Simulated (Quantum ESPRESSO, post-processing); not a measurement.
# Au(111), 5 layers: cutoff convergence, part 3 of 3

Which setting serves for Au(111), 5 layers? The runs below step through one kind of setting.

Quantum ESPRESSO 7.5; plane-wave DFT, PBE, GBRV ultrasoft pseudopotentials.

So far. Step 7 (SCF with pw.x: ecutwfc 22 Ry, ecutrho 110 Ry): Counted from each run's own zero (the Fermi level), the vacuum level differs from the first run's by -6 meV.

## (8) Ground state: ecutwfc 18 Ry, ecutrho 90 Ry

c6.in

```
&control
  prefix = 'c6'
  outdir = './out'
  pseudo_dir = './pseudo'
  calculation = 'scf'
  tprnfor = .true.
/
&system
  ibrav = 0
  nat = 5
  ntyp = 1
  ecutwfc = 18
  ecutrho = 90
  occupations = 'smearing'
  smearing = 'mv'
  degauss = 0.02
  assume_isolated = 'esm'
  esm_bc = 'bc1'
/
&electrons
  conv_thr = 1e-07
  mixing_beta = 0.4
  electron_maxstep = 120
  mixing_mode = 'local-TF'
/
ATOMIC_SPECIES
  Au  196.9666  au_pbe_v1.uspp.F.UPF
CELL_PARAMETERS angstrom
  2.88499566724111 0.00000000000000 0.00000000000000
  1.44249783362056 2.49847953763884 0.00000000000000
  0.00000000000000 0.00000000000000 25.42235639317470
ATOMIC_POSITIONS crystal
  Au  0.666666666700 0.666666666700 -0.185316346122
  Au  0.000000000000 0.000000000000 -0.092658173061
  Au  0.333333333300 0.333333333300 0.000000000000
  Au  0.666666666700 0.666666666700 0.092658173061
  Au  0.000000000000 0.000000000000 0.185316346122
K_POINTS automatic
  12 12 1 0 0 0
```

The run is started by

```sh
$ OMP_NUM_THREADS=1 mpirun -n 4 pw.x -nk 4 -in c6.in > c6.out
```

The log of the run:

```text
[banner, memory and clock lines left out]
Program PWSCF v.7.5 starts
[...]
Message from routine setup:
[...]
number of electrons       =        55.00
     number of Kohn-Sham states=           34
     kinetic-energy cutoff     =      18.0000  Ry
     charge density cutoff     =      90.0000  Ry
[...]
number of k points=    19  Marzari-Vanderbilt smearing, width (Ry)=  0.0200
[...]
Dense  grid:    17839 G-vectors     FFT dimensions: (  18,  18, 150)
[...]
negative rho (up, down):  3.341E-04 0.000E+00
     Starting wfcs are   45 randomized atomic wfcs
[...]
negative rho (up, down):  2.812E-03 0.000E+00
[...]
estimated scf accuracy    <       0.44501219 Ry
[...]
negative rho (up, down):  8.945E-03 0.000E+00
[...]
estimated scf accuracy    <       0.16931395 Ry
[...]
negative rho (up, down):  8.327E-03 0.000E+00
[...]
estimated scf accuracy    <       0.00182015 Ry
[...]
negative rho (up, down):  7.717E-03 0.000E+00
[...]
estimated scf accuracy    <       0.00551373 Ry
[...]
negative rho (up, down):  5.444E-03 0.000E+00
[...]
estimated scf accuracy    <       0.00304402 Ry
[...]
negative rho (up, down):  4.390E-03 0.000E+00
[...]
estimated scf accuracy    <       0.00036233 Ry
[...]
negative rho (up, down):  4.278E-03 0.000E+00
[...]
estimated scf accuracy    <       0.00058016 Ry
[...]
negative rho (up, down):  3.122E-03 0.000E+00
[...]
estimated scf accuracy    <       0.00048028 Ry
[...]
negative rho (up, down):  1.708E-03 0.000E+00
[...]
estimated scf accuracy    <       0.00010896 Ry
[...]
negative rho (up, down):  9.458E-04 0.000E+00
[...]
estimated scf accuracy    <       0.00021379 Ry
[...]
negative rho (up, down):  6.591E-04 0.000E+00
[...]
estimated scf accuracy    <       0.00002546 Ry
[...]
negative rho (up, down):  4.452E-04 0.000E+00
[...]
estimated scf accuracy    <       0.00006220 Ry
[...]
negative rho (up, down):  4.155E-04 0.000E+00
[...]
estimated scf accuracy    <       0.00001471 Ry
[...]
negative rho (up, down):  3.704E-04 0.000E+00
[...]
estimated scf accuracy    <       0.00001023 Ry
[...]
negative rho (up, down):  3.646E-04 0.000E+00
[...]
estimated scf accuracy    <       0.00000227 Ry
[...]
negative rho (up, down):  3.690E-04 0.000E+00
[...]
estimated scf accuracy    <       0.00000052 Ry
[...]
negative rho (up, down):  3.703E-04 0.000E+00
[...]
estimated scf accuracy    <       0.00000037 Ry
[...]
negative rho (up, down):  3.590E-04 0.000E+00
[...]
estimated scf accuracy    <       0.00000016 Ry
[...]
negative rho (up, down):  3.536E-04 0.000E+00
[...]
estimated scf accuracy    <       0.00000019 Ry
[...]
negative rho (up, down):  3.455E-04 0.000E+00
[...]
the Fermi energy is    -5.3037 ev
!    total energy              =    -574.43680754 Ry
     estimated scf accuracy    <       0.00000006 Ry
     smearing contrib. (-TS)   =      -0.00045053 Ry
     internal energy E=F+TS    =    -574.43635702 Ry
[...]
one-electron contribution =   10874.81092532 Ry
     hartree contribution      =   -5410.49574294 Ry
     xc contribution           =    -310.75234468 Ry
     ewald contribution        =   -5727.99919472 Ry
     convergence has been achieved in  20 iterations
     negative rho (up, down):  3.455E-04 0.000E+00
[...]
Total force =     0.028096     Total SCF correction =     0.001093
[...]
```

It took 15 s on 4 MPI ranks of Arm Neoverse V2, shared host; peak memory 0.33 GiB.

This step gave:

- free energy: -7815.6109 eV
- Fermi energy: -5.304 eV
- vacuum line at the lower end of the cell, over the Fermi level: 5.304 eV
- vacuum line at the upper end of the cell, over the Fermi level: 5.303 eV

The program's own clock; routines nest. Time by routine:

```tsv
routine	wall time (s)	calls
PWSCF	13.98	1
electrons	13.42	1
c_bands	10.34	21
cegterg	8.92	105
h_psi	5.18	706
vloc_psi	3.3	706
fftw	3.27	27184
sum_band	1.31	21
calbec	1.23	831
mix_rho	1.08	21
add_vuspsi	0.94	706
s_psi	0.92	706
h_psi:calbec	0.92	706
cdiaghg	0.71	696
```

Counted from each run's own zero (the Fermi level), the vacuum level differs from the first run's by +108 meV.

## (9) Self-consistent run: ecutwfc 40 Ry, ecutrho 160 Ry

c7.in, as its differences from the input of step 8:

```diff
@@ -1,3 +1,3 @@
 &control
-  prefix = 'c6'
+  prefix = 'c7'
   outdir = './out'
@@ -11,4 +11,4 @@
   ntyp = 1
-  ecutwfc = 18
-  ecutrho = 90
+  ecutwfc = 40
+  ecutrho = 160
   occupations = 'smearing'
```

The run is started by

```sh
$ OMP_NUM_THREADS=1 mpirun -n 4 pw.x -nk 4 -in c7.in > c7.out
```

The log of the run:

```text
[banner, memory and clock lines left out]
Program PWSCF v.7.5 starts
[...]
Message from routine setup:
[...]
number of electrons       =        55.00
     number of Kohn-Sham states=           34
     kinetic-energy cutoff     =      40.0000  Ry
     charge density cutoff     =     160.0000  Ry
[...]
number of k points=    19  Marzari-Vanderbilt smearing, width (Ry)=  0.0200
[...]
Dense  grid:    41965 G-vectors     FFT dimensions: (  24,  24, 200)
[...]
negative rho (up, down):  1.117E-04 0.000E+00
     Starting wfcs are   45 randomized atomic wfcs
[...]
negative rho (up, down):  2.098E-03 0.000E+00
[...]
estimated scf accuracy    <       0.26170363 Ry
[...]
negative rho (up, down):  8.194E-03 0.000E+00
[...]
estimated scf accuracy    <       0.11258895 Ry
[...]
negative rho (up, down):  8.099E-03 0.000E+00
[...]
estimated scf accuracy    <       0.00209990 Ry
[...]
negative rho (up, down):  7.557E-03 0.000E+00
[...]
estimated scf accuracy    <       0.00354874 Ry
[...]
negative rho (up, down):  5.508E-03 0.000E+00
[...]
estimated scf accuracy    <       0.00220681 Ry
[...]
negative rho (up, down):  4.194E-03 0.000E+00
[...]
estimated scf accuracy    <       0.00036436 Ry
[...]
negative rho (up, down):  4.107E-03 0.000E+00
[...]
estimated scf accuracy    <       0.00020627 Ry
[...]
negative rho (up, down):  2.569E-03 0.000E+00
[...]
estimated scf accuracy    <       0.00013050 Ry
[...]
negative rho (up, down):  1.526E-03 0.000E+00
[...]
estimated scf accuracy    <       0.00004839 Ry
[...]
negative rho (up, down):  7.708E-04 0.000E+00
[...]
estimated scf accuracy    <       0.00004931 Ry
[...]
negative rho (up, down):  3.175E-04 0.000E+00
[...]
estimated scf accuracy    <       0.00020129 Ry
[...]
negative rho (up, down):  1.226E-04 0.000E+00
[...]
estimated scf accuracy    <       0.00010973 Ry
[...]
negative rho (up, down):  1.493E-04 0.000E+00
[...]
estimated scf accuracy    <       0.00000415 Ry
[...]
negative rho (up, down):  1.541E-04 0.000E+00
[...]
estimated scf accuracy    <       0.00000512 Ry
[...]
negative rho (up, down):  1.480E-04 0.000E+00
[...]
estimated scf accuracy    <       0.00000495 Ry
[...]
negative rho (up, down):  1.588E-04 0.000E+00
[...]
estimated scf accuracy    <       0.00000064 Ry
[...]
negative rho (up, down):  1.643E-04 0.000E+00
[...]
estimated scf accuracy    <       0.00000058 Ry
[...]
negative rho (up, down):  1.719E-04 0.000E+00
[...]
estimated scf accuracy    <       0.00000052 Ry
[...]
negative rho (up, down):  1.697E-04 0.000E+00
[...]
estimated scf accuracy    <       0.00000014 Ry
[...]
negative rho (up, down):  1.731E-04 0.000E+00
[...]
the Fermi energy is    -5.1881 ev
!    total energy              =    -574.88797987 Ry
     estimated scf accuracy    <       0.00000004 Ry
     smearing contrib. (-TS)   =      -0.00042714 Ry
     internal energy E=F+TS    =    -574.88755273 Ry
[...]
one-electron contribution =   10873.97808661 Ry
     hartree contribution      =   -5409.63960368 Ry
     xc contribution           =    -311.22684093 Ry
     ewald contribution        =   -5727.99919472 Ry
     convergence has been achieved in  20 iterations
     negative rho (up, down):  1.731E-04 0.000E+00
[...]
Total force =     0.028314     Total SCF correction =     0.001629
[...]
```

It took 65 s on 4 MPI ranks; peak memory 0.59 GiB; 4.3 min of CPU time.

Numbers from this step:

```
free energy                                                    : -7821.7494 eV
Fermi energy                                                   : -5.188 eV
vacuum line at the lower end of the cell, over the Fermi level : 5.188 eV
vacuum line at the upper end of the cell, over the Fermi level : 5.188 eV
```

The program's own clock; routines nest. Time by routine:

```tsv
routine	wall time (s)	calls
PWSCF	64.19	1
electrons	62.78	1
c_bands	50.31	21
cegterg	43.61	105
h_psi	29.56	1009
fftw	22.31	32392
vloc_psi	21.95	1009
sum_band	5.37	21
mix_rho	4.98	21
calbec	4.73	1134
add_vuspsi	3.8	1009
s_psi	3.73	1009
h_psi:calbec	3.71	1009
ffts	3.09	2306
```

Counted from each run's own zero (the Fermi level), the vacuum level differs from the first run's by -7 meV.

## (10) Ground state: ecutwfc 40 Ry, ecutrho 320 Ry

c8.in, as its differences from the input of step 9:

```diff
@@ -1,3 +1,3 @@
 &control
-  prefix = 'c7'
+  prefix = 'c8'
   outdir = './out'
@@ -12,3 +12,3 @@
   ecutwfc = 40
-  ecutrho = 160
+  ecutrho = 320
   occupations = 'smearing'
```

The run is started by

```sh
$ OMP_NUM_THREADS=1 mpirun -n 4 pw.x -nk 4 -in c8.in > c8.out
```

The log of the run:

```text
[banner, memory and clock lines left out]
Program PWSCF v.7.5 starts
[...]
Message from routine setup:
[...]
number of electrons       =        55.00
     number of Kohn-Sham states=           34
     kinetic-energy cutoff     =      40.0000  Ry
     charge density cutoff     =     320.0000  Ry
[...]
number of k points=    19  Marzari-Vanderbilt smearing, width (Ry)=  0.0200
[...]
Dense  grid:   119589 G-vectors     FFT dimensions: (  36,  36, 288)
[...]
negative rho (up, down):  2.489E-05 0.000E+00
     Starting wfcs are   45 randomized atomic wfcs
[...]
negative rho (up, down):  2.126E-03 0.000E+00
[...]
estimated scf accuracy    <       0.26173838 Ry
[...]
negative rho (up, down):  8.195E-03 0.000E+00
[...]
estimated scf accuracy    <       0.11249695 Ry
[...]
negative rho (up, down):  8.116E-03 0.000E+00
[...]
estimated scf accuracy    <       0.00211068 Ry
[...]
negative rho (up, down):  7.579E-03 0.000E+00
[...]
estimated scf accuracy    <       0.00353407 Ry
[...]
negative rho (up, down):  5.477E-03 0.000E+00
[...]
estimated scf accuracy    <       0.00224047 Ry
[...]
negative rho (up, down):  4.126E-03 0.000E+00
[...]
estimated scf accuracy    <       0.00036868 Ry
[...]
negative rho (up, down):  4.045E-03 0.000E+00
[...]
estimated scf accuracy    <       0.00020383 Ry
[...]
negative rho (up, down):  2.528E-03 0.000E+00
[...]
estimated scf accuracy    <       0.00012975 Ry
[...]
negative rho (up, down):  1.472E-03 0.000E+00
[...]
estimated scf accuracy    <       0.00004846 Ry
[...]
negative rho (up, down):  7.423E-04 0.000E+00
[...]
estimated scf accuracy    <       0.00004105 Ry
[...]
negative rho (up, down):  2.495E-04 0.000E+00
[...]
estimated scf accuracy    <       0.00019568 Ry
[...]
negative rho (up, down):  2.461E-05 0.000E+00
[...]
estimated scf accuracy    <       0.00012217 Ry
[...]
negative rho (up, down):  3.355E-05 0.000E+00
[...]
estimated scf accuracy    <       0.00000547 Ry
[...]
negative rho (up, down):  3.958E-05 0.000E+00
[...]
estimated scf accuracy    <       0.00000218 Ry
[...]
negative rho (up, down):  3.127E-05 0.000E+00
[...]
estimated scf accuracy    <       0.00000659 Ry
[...]
negative rho (up, down):  3.137E-05 0.000E+00
[...]
estimated scf accuracy    <       0.00000035 Ry
[...]
negative rho (up, down):  3.369E-05 0.000E+00
[...]
estimated scf accuracy    <       0.00000155 Ry
[...]
negative rho (up, down):  4.431E-05 0.000E+00
[...]
estimated scf accuracy    <       0.00000178 Ry
[...]
negative rho (up, down):  5.107E-05 0.000E+00
[...]
the Fermi energy is    -5.1961 ev
!    total energy              =    -574.88828152 Ry
     estimated scf accuracy    <       0.00000004 Ry
     smearing contrib. (-TS)   =      -0.00042915 Ry
     internal energy E=F+TS    =    -574.88785237 Ry
[...]
one-electron contribution =   10874.01115580 Ry
     hartree contribution      =   -5409.67294441 Ry
     xc contribution           =    -311.22686904 Ry
     ewald contribution        =   -5727.99919472 Ry
     convergence has been achieved in  19 iterations
     negative rho (up, down):  5.107E-05 0.000E+00
[...]
Total force =     0.028377     Total SCF correction =     0.001467
[...]
```

Run time: 73 s. Hardware: 4 MPI ranks; peak memory 1 GiB; 4.9 min of CPU time.

Read from the output:

| Quantity | Value |
| --- | --- |
| free energy | -7821.7535 eV |
| Fermi energy | -5.196 eV |
| vacuum line at the lower end of the cell, over the Fermi level | 5.196 eV |
| vacuum line at the upper end of the cell, over the Fermi level | 5.196 eV |

The program's own clock; routines nest. Time by routine:

```tsv
routine	wall time (s)	calls
PWSCF	72.7	1
electrons	70.6	1
c_bands	52.11	20
cegterg	44.73	100
h_psi	30.23	982
fftw	22.74	33028
vloc_psi	22.51	982
sum_band	7.67	20
calbec	4.75	1102
mix_rho	4.66	20
add_vuspsi	3.86	982
s_psi	3.81	982
h_psi:calbec	3.78	982
newd	3.67	20
```

Counted from each run's own zero (the Fermi level), the vacuum level differs from the first run's by +1 meV.

## (11) The series side by side

All levels:

```tsv
level	vacuum level over the Fermi level (eV)	its change from the first (meV)	energy from the first (meV an atom)	SCF iterations	wall time (s)	peak memory (GiB)	CPU time (s)
ecutwfc 60 Ry, ecutrho 300 Ry	5.195	0	0	20	140.6	1.15	561.6
ecutwfc 50 Ry, ecutrho 250 Ry	5.194	-0.7043	0.4682	18	99.24	0.89	396.5
ecutwfc 40 Ry, ecutrho 200 Ry	5.205	10.4	2.264	20	67.63	0.56	270.2
ecutwfc 34 Ry, ecutrho 170 Ry	5.189	-6.4	4.316	23	57.97	0.57	231.6
ecutwfc 28 Ry, ecutrho 140 Ry	5.187	-8.502	7.396	18	38.18	0.48	152.4
ecutwfc 22 Ry, ecutrho 110 Ry	5.189	-5.922	87.22	16	21.27	0.39	84.81
ecutwfc 18 Ry, ecutrho 90 Ry	5.303	108.4	1231	20	14.51	0.33	57.76
ecutwfc 40 Ry, ecutrho 160 Ry	5.188	-6.894	3.698	20	64.71	0.59	258.5
ecutwfc 40 Ry, ecutrho 320 Ry	5.196	1.097	2.877	19	73.22	1.04	292.5
```

## (12) Results

```yaml
vacuum_level_over_the_fermi_level_ecutwfc_60_ry_ecutrho_300_ry: 5.195 eV
cheapest_step_of_the_main_series_that_with_all_steps_before_it_keeps_the_vacuum_level_within_20_mev_of_the_first: ecutwfc 22 Ry, ecutrho 110 Ry: -6 meV, 85 s of CPU time against 9.4 min
setting_with_the_largest_shift_of_the_level: ecutwfc 18 Ry, ecutrho 90 Ry: +108 meV
```

The cheapest step of the main series that, with all steps before it, keeps the vacuum level within 20 meV of the first is ecutwfc 22 Ry, ecutrho 110 Ry: -6 meV, 85 s of CPU time against 9.4 min. Over the series the energy moves by up to 1231 meV an atom and the vacuum level by up to 108 meV. The times come from a shared host and are rough. Peak memory is sampled during the run and can miss the peak. The geometry is as built, not relaxed.

[Logs are printed without paths, hosts, clocks, repeated set-up lines and the standing remarks that a program may print on its own settings, such as how far it seeks lower states.]

[Hosts, paths, dates, database ids (printed as entryN), source tags and the programs' standing remarks are cut or masked in the printed files.]

[Maps of the electrostatic potential energy from Ansatz leave out the sawtooth potential of an applied field or a dipole correction, so their vacuum need not be flat; planar profiles and work functions include it.]
